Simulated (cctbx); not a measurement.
## From intensities to atoms

Cell a = 7.3500 Å, b = 7.8760 Å, c = 10.8260 Å, α = 90.00°, β = 90.00°, γ = 90.00°; space group Imma (no. 74); content Te8 Sn4 Cd4 Ti4 S8.

Simulated single-crystal data (cctbx): Ga Kα, λ = 1.3414 Å, to d = 0.83 Å, 70 % of the full sphere, strongest reflection 40000 counts, noise from counting, a 2 % proportional error and a noise floor of 2 counts (s.d.); no absorption, and some extinction, which the refinements don't model.

Charge flipping in P1 on normalised amplitudes to 0.83 Å, δ = 1 σ, 20 % of the reflections treated as weak, 400 cycles:

```text
cycle      R  skewness
    0  0.565     0.33
   33  0.451     3.06
   66  0.453     3.79
   99  0.453     3.83
  132  0.446     3.82
  165  0.443     3.90
  198  0.444     4.05
  231  0.452     4.13
  264  0.458     4.11
  297  0.453     4.11
  330  0.464     4.13
  363  0.440     3.90
  396  0.449     3.70
origin shift          correlation  skewness
 0.068  0.220  0.287      0.968      5.53
 0.069  0.471  0.287      0.970      5.58
 0.064  0.474  0.417      0.968      5.61
 0.064  0.218  0.416      0.962      4.59
taken: symmetry correlation 0.968, skewness 5.61
peak      x       y       z  mult  height/sigma
Q1    0.0000  0.0000  0.0000    4     16.2
Q2    0.0000  0.2500  0.3702    4     13.3
Q3    0.0000  0.0223  0.7425    8     11.3
Q4    0.2500  0.2500  0.7500    4      7.7
Q5    0.2504  0.2500  0.9923    8      4.1
Q6    0.0000  0.0000  0.5000    4      3.2
Q7    0.2450  0.2500  0.1976    8      1.8
Q8    0.0852  0.0016  0.4211   16      1.5
Q9    0.0856  0.9992  0.0889   16      1.4
Q10   0.0000  0.2500  0.6403    4      1.2
```

The origin is taken among those within 0.04 of the best correlation, by the skewness of the map.

It took 0.73 s on 1 thread of Arm Neoverse N1, with other jobs on the host, peak memory 0.08 GiB.

Q: Assign the peaks.

Heights follow Z only loosely here, so the multiplicities, which must add up to the content, decide. First model: Q1 = Sn1 (4 in the cell, height 16.2), Q2 = Cd1 (4 in the cell, height 13.3), Q3 = Te1 (8 in the cell, height 11.3), Q4 = Ti1 (4 in the cell, height 7.7) and Q5 = S1 (8 in the cell, height 4.1). Against the true structure, Q1 is Sn, Q2 is Cd, Q3 is Te, Q4 is Ti and Q5 is S; the other peaks are not atoms.

Least squares on F², isotropic:

```text
Rint 0.019, 332 unique reflections to 0.83 A
cycle     R1     wR2    GooF  max shift (A)
   1  0.2214  0.5181  26.814   0.13167
   2  0.0269  0.0686   3.550   0.00012
final R1 0.0269 wR2 0.0686 GooF 3.549  parameters 10  data/parameter 33.2
atom        x        y        z      Ueq    occ   su(xyz)  su(Uiso or U11)
Sn1    0.00000  0.00000  0.00000   0.0218  1.000  0.00000  0.0003
Cd1    0.00000  0.25000  0.36999   0.0182  1.000  0.00009  0.0003
Te1    0.00000  0.01392  0.74646   0.0229  1.000  0.00008  0.0003
Ti1    0.25000  0.25000  0.75000   0.0239  1.000  0.00000  0.0006
S1     0.25190  0.25000  0.98018   0.0401  1.000  0.00047  0.0008
difference map: max 2.08 min -2.43 rms 0.31
Q1    0.0000  0.0743  0.7303    8    2.15  0.51 A from Te1
Q2    0.0000  0.0481  0.2346    8    1.52  0.53 A from Te1
Q3    0.0000  0.2500  0.3117    4    0.96  0.63 A from Cd1
Q4    0.0000  0.2500  0.4283    4    0.73  0.63 A from Cd1
Q5    0.1443  0.0316  0.7858   16    0.64  1.15 A from Te1
```

Anisotropic refinement:

```text
Rint 0.019, 332 unique reflections to 0.83 A
cycle     R1     wR2    GooF  max shift (A)
   1  0.0269  0.0686   3.630   0.00081
   2  0.0137  0.0292   1.543   0.00000
final R1 0.0137 wR2 0.0292 GooF 1.543  parameters 24  data/parameter 13.8
atom        x        y        z      Ueq    occ   su(xyz)  su(Uiso or U11)
Sn1    0.00000  0.00000  0.00000   0.0218  1.000  0.00000  0.0002
Cd1    0.00000  0.25000  0.37002   0.0184  1.000  0.00004  0.0002
Te1    0.00000  0.01398  0.74652   0.0224  1.000  0.00004  0.0002
Ti1    0.25000  0.25000  0.75000   0.0236  1.000  0.00000  0.0007
S1     0.25187  0.25000  0.98013   0.0405  1.000  0.00021  0.0009
difference map: max 0.43 min -2.09 rms 0.23
Q1    0.0000  0.2500  0.4892    4    0.45  1.29 A from Cd1
Q2    0.0000  0.2500  0.9891    4    0.42  1.85 A from S1
Q3    0.0000  0.0596  0.6189    8    0.39  1.43 A from Te1
Q4    0.0780  0.1801  0.5535   16    0.39  1.41 A from S1
Q5    0.0509  0.1830  0.0376   16    0.35  1.54 A from Sn1
Q6    0.1381  0.1616  0.9493   16    0.33  1.14 A from S1
```

**Reading.** The refinement ends at R1 = 0.0137, wR2 = 0.0292, GooF = 1.54, with difference density between -2.09 and 0.43 e/Å³. Every site matches the true model in element, within 0.001 Å r.m.s., up to an allowed shift of origin.

True model:

| atom | mult. | x | y | z | Ueq (Å²) |
| --- | --- | --- | --- | --- | --- |
| Te1 | 8 | 0 | 0.9861 | 0.2535 | 0.0230 |
| Sn1 | 4 | 0 | 1/2 | 0 | 0.0223 |
| Cd1 | 4 | 1/2 | 3/4 | 0.8700 | 0.0190 |
| Ti1 | 4 | 3/4 | 1/4 | 3/4 | 0.0241 |
| S1 | 8 | 0.7483 | 3/4 | 0.0196 | 0.0404 |

The model was made for the exercise: a known structure type with other elements put in, its volume estimated, not relaxed; displacement parameters are assumed.

[Middle refinement cycles are left out of these outputs.]

[Logs are printed without paths, hosts, clocks, repeated set-up lines and the standing remarks that a program may print on its own settings, such as how far it seeks lower states.]
